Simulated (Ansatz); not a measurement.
# Changed inputs in constrained RPA: RbMnBr3 (cubic perovskite) (Pm-3m)

Aim: hold the target of a cRPA run on RbMnBr3 (cubic perovskite) (Pm-3m) and move one thing at a time.

Program: Ansatz 0.2.0. Level of theory: constrained RPA on LDA, plane waves, PAW. Results are calculated unless marked as measured.

Report form: the programs' logs are mostly left out.

The structure was built from a prototype and need not be the compound's stable phase.

## (1) The structure

The structure is cubic, space group Pm-3m (No. 221). Conventional cell: a = 4.923 Å, b = 4.923 Å, c = 4.923 Å, α = 90.00°, β = 90.00°, γ = 90.00°. Nearest to Rb lie 12 Br at 3.48 Å. Mn has 6 Br at 2.46 Å nearest. Nearest to Br lie 2 Mn at 2.46 Å and 4 Rb at 3.48 Å. Farther neighbours and most contacts between anions are not listed.

The structure was relaxed with LDA. The structure type comes from a generator and need not be one that this composition takes. The structure was generated from a model, not taken from a measurement. The runs that relaxed it are not among those shown. The program's search for lower electronic states was switched off, so nothing shows that the state found is the lowest. The default PAW set here is soft_2. Its files were made with PBE.

## (2) Base: Mn d, bands v3 to c2, 4×4×4 mesh, medium accuracy

Constrained RPA screens the interaction with every transition except those inside the target bands, which a later many-body model would treat itself.

Contents of input.yaml:

```yaml
crystal:
  lattice:
    - [0.0, -4.92250411, 0.0]
    - [0.0, 0.0, 4.92250411]
    - [-4.92250411, 0.0, 0.0]
  atoms:
    - { symbol: Rb, position: [0.0, 0.0, 0.0] }
    - { symbol: Mn, position: [0.5, 0.5, 0.5] }
    - { symbol: Br, position: [0.5, 0.5, 0.0] }
    - { symbol: Br, position: [0.5, 0.0, 0.5] }
    - { symbol: Br, position: [0.0, 0.5, 0.5] }
kpoints:
  mp_grid: { grid: [6, 6, 6] }
hamiltonian:
  xc: lda
scf:
  occupations: { method: gaussian, width: 0.08 }
  n_extra_bands: 19
  max_iter: 150
  lower_state_search: "off"
output:
  crpa:
    kmesh: [4, 4, 4]
    target_bands: [v3, c2]
    projections: [{ species: Mn, l: d, shell: 3 }]
  local_orbitals:
    kmesh: [8, 8, 8]
    orbitals: [{ species: Mn, l: d, shell: 3 }]
    window: { bands: [v3, c2] }
    seedname: lo
```

Command:

```console
> ansatz run input.yaml --threads 4 --pin off --max-ram 9216MiB --backend cpu --events-out ev --progress --plain --runs-dir out
```

Elapsed: 70 s, on 4 threads of Intel Xeon 6975P-C (Granite Rapids), shared host; peak memory 0.84 GiB; 4.3 min of CPU time.

Numbers from this step:

```yaml
u: 3.564 eV
u_prime_inter_orbital: 2.702 eV
j: 0.4216 eV
bare_v: 16.85 eV
bare_j: 0.5458 eV
stated_bound_on_u: 0.004321 eV
u_over_bare_v: 0.2116
electrons_in_the_window: 5
head_of_the_constrained_inverse_dielectric_matrix: 0.2375
least_eigenvalue_of_the_projection_s_overlap: 0.5952
target_functions: 5
bands_in_the_sums: 50
r_m_s_miss_of_the_model_bands: 0.001060 eV
width_of_the_target_bands: 3.523 eV
weight_of_the_projected_orbitals_in_the_window: 0.8192
```

On the Mn d shell, screening brings the on-site interaction from 16.8 eV down to U = 3.56 eV.

## (3) Changed: 2×2×2 mesh

Changes to input.yaml since step 2:

```diff
@@ -22,9 +22,4 @@
   crpa:
-    kmesh: [4, 4, 4]
+    kmesh: [2, 2, 2]
     target_bands: [v3, c2]
     projections: [{ species: Mn, l: d, shell: 3 }]
-  local_orbitals:
-    kmesh: [8, 8, 8]
-    orbitals: [{ species: Mn, l: d, shell: 3 }]
-    window: { bands: [v3, c2] }
-    seedname: lo
```

Wall time 8.2 s (4 threads); peak memory 0.72 GiB.

Numbers from this step:

```
U                                                 : 4.236 eV
U prime (inter-orbital)                           : 3.309 eV
J                                                 : 0.4508 eV
bare V                                            : 17.75 eV
bare J                                            : 0.5774 eV
stated bound on U                                 : 0.01209 eV
U over bare V                                     : 0.2387
electrons in the window                           : 5.000
head of the constrained inverse dielectric matrix : 0.2248
least eigenvalue of the projection's overlap      : 0.5952
target functions                                  : 5
bands in the sums                                 : 50
width of the target bands                         : 3.523 eV
weight of the projected orbitals in the window    : 0.8192
```

On the Mn d shell, screening brings the on-site interaction from 17.7 eV down to U = 4.24 eV.

## (4) Changed: sums over states on smooth products

Changes to input.yaml since step 3:

```diff
@@ -22,4 +22,8 @@
   crpa:
-    kmesh: [2, 2, 2]
+    kmesh: [4, 4, 4]
     target_bands: [v3, c2]
     projections: [{ species: Mn, l: d, shell: 3 }]
+    accuracy: sum_over_states
+    pair_densities: pseudo
+    n_empty_bands: 46
+    ecut_chi: 136
```

The job ended after 5.2 s (4 threads; peak memory 0.64 GiB).

This variant gives U = 3.90 eV against 3.56 eV. It is a finite sum over empty states with no bound on its error and stays out of the table below.

## (5) Changed: accuracy low

Changes to input.yaml since step 4:

```diff
@@ -25,5 +25,2 @@
     projections: [{ species: Mn, l: d, shell: 3 }]
-    accuracy: sum_over_states
-    pair_densities: pseudo
-    n_empty_bands: 46
-    ecut_chi: 136
+    accuracy: low
```

Run time: 42 s. Hardware: 4 threads; peak memory 0.8 GiB; 2.6 min of CPU time.

This step gave:

| Property | Result |
| --- | --- |
| U | 3.558 eV |
| U prime (inter-orbital) | 2.696 eV |
| J | 0.4210 eV |
| bare V | 16.85 eV |
| bare J | 0.5458 eV |
| stated bound on U | 0.04025 eV |
| U over bare V | 0.2112 |
| electrons in the window | 5 |
| head of the constrained inverse dielectric matrix | 0.2374 |
| least eigenvalue of the projection's overlap | 0.5952 |
| target functions | 5 |
| bands in the sums | 50 |
| width of the target bands | 3.523 eV |
| weight of the projected orbitals in the window | 0.8192 |

On the Mn d shell, screening brings the on-site interaction from 16.8 eV down to U = 3.56 eV.

## (6) Changed: a hybrid parent, which the program doesn't serve

This step: constrained RPA on HSE06, plane waves, PAW.

Changes to input.yaml since step 5:

```diff
@@ -14,3 +14,3 @@
 hamiltonian:
-  xc: lda
+  xc: hse06
 scf:
@@ -25,2 +25 @@
     projections: [{ species: Mn, l: d, shell: 3 }]
-    accuracy: low
```

Elapsed: 0.03 s, on 4 threads; peak memory 0.044 GiB.

The program refused the input before any cycle.

The program's message: “Error: output.crpa with hamiltonian.xc: <hybrid> — the cRPA pass is not lent the exchange term, and with exact exchange the velocity is complete only between two filled bands or a filled and an empty …”

The fault put into this input: a hybrid parent, which the program doesn't serve.

## (7) Changed: potentials

This step: constrained RPA on LDA, plane waves, PAW.

Changes to input.yaml since step 6:

```diff
@@ -14,3 +14,4 @@
 hamiltonian:
-  xc: hse06
+  xc: lda
+  pseudopotentials: { kind: paw, source: ansatz }
 scf:
```

It took 3.9 min on 4 threads; peak memory 1.6 GiB.

This step gave:

```
U                                                 : 3.563 eV
U prime (inter-orbital)                           : 2.703 eV
J                                                 : 0.4204 eV
bare V                                            : 16.84 eV
bare J                                            : 0.5458 eV
stated bound on U                                 : 0.01251 eV
U over bare V                                     : 0.2115
electrons in the window                           : 5.000
head of the constrained inverse dielectric matrix : 0.2375
least eigenvalue of the projection's overlap      : 0.6292
target functions                                  : 5
bands in the sums                                 : 80
width of the target bands                         : 3.519 eV
weight of the projected orbitals in the window    : 0.8322
```

On the Mn d shell, screening brings the on-site interaction from 16.8 eV down to U = 3.56 eV.

## (8) Side by side

Times are wall times on 4 threads of Intel Xeon 6975P-C (Granite Rapids), shared host, good to a factor of about two.

| run | bare V (eV) | U (eV) | J (eV) | bound on U (eV) | width (eV) | time |
| --- | --- | --- | --- | --- | --- | --- |
| target window | 16.85 | 3.564 | 0.422 | 0.0043 | 3.52 | 70 s |
| 2×2×2 mesh | 17.75 | 4.236 | 0.451 | 0.0121 | 3.52 | 8.2 s |
| accuracy low | 16.85 | 3.558 | 0.421 | 0.0402 | 3.52 | 42 s |
| potentials | 16.84 | 3.563 | 0.420 | 0.0125 | 3.52 | 3.9 min |

## (9) Outcome

```json
{
 "target window": "U 3.56 eV, J 0.42 eV",
 "2×2×2 mesh": "U 4.24 eV, J 0.45 eV",
 "accuracy low": "U 3.56 eV, J 0.42 eV",
 "potentials": "U 3.56 eV, J 0.42 eV"
}
```

What this shows: 2×2×2 mesh moves U by +0.67 eV at 0.12 times the time. Accuracy low moves U by −0.01 eV (within the solver's bounds, for the mean over orbitals). Potentials moves U by −0.001 eV (within the solver's bounds, for the mean over orbitals) at 3.3 times the time. The printed bound covers the solver alone, not the mesh, and no denser mesh than the base was run. The parent state is non-magnetic and the interaction static (zero frequency); U depends on the window and the orbitals, so it belongs to this model alone.

[Paths, hosts, dates, memory and timing lines, banners, echoed tables and standing remarks are left out of the program output.]

[Logs are printed without paths, hosts, clocks, repeated set-up lines and the standing remarks that a program may print on its own settings, such as how far it seeks lower states.]

[Runs of the session that timed out or met a known fault of the program may be left out.]

[Hosts, paths, dates, database ids (printed as entryN), source tags and the programs' standing remarks are cut or masked in the printed files.]
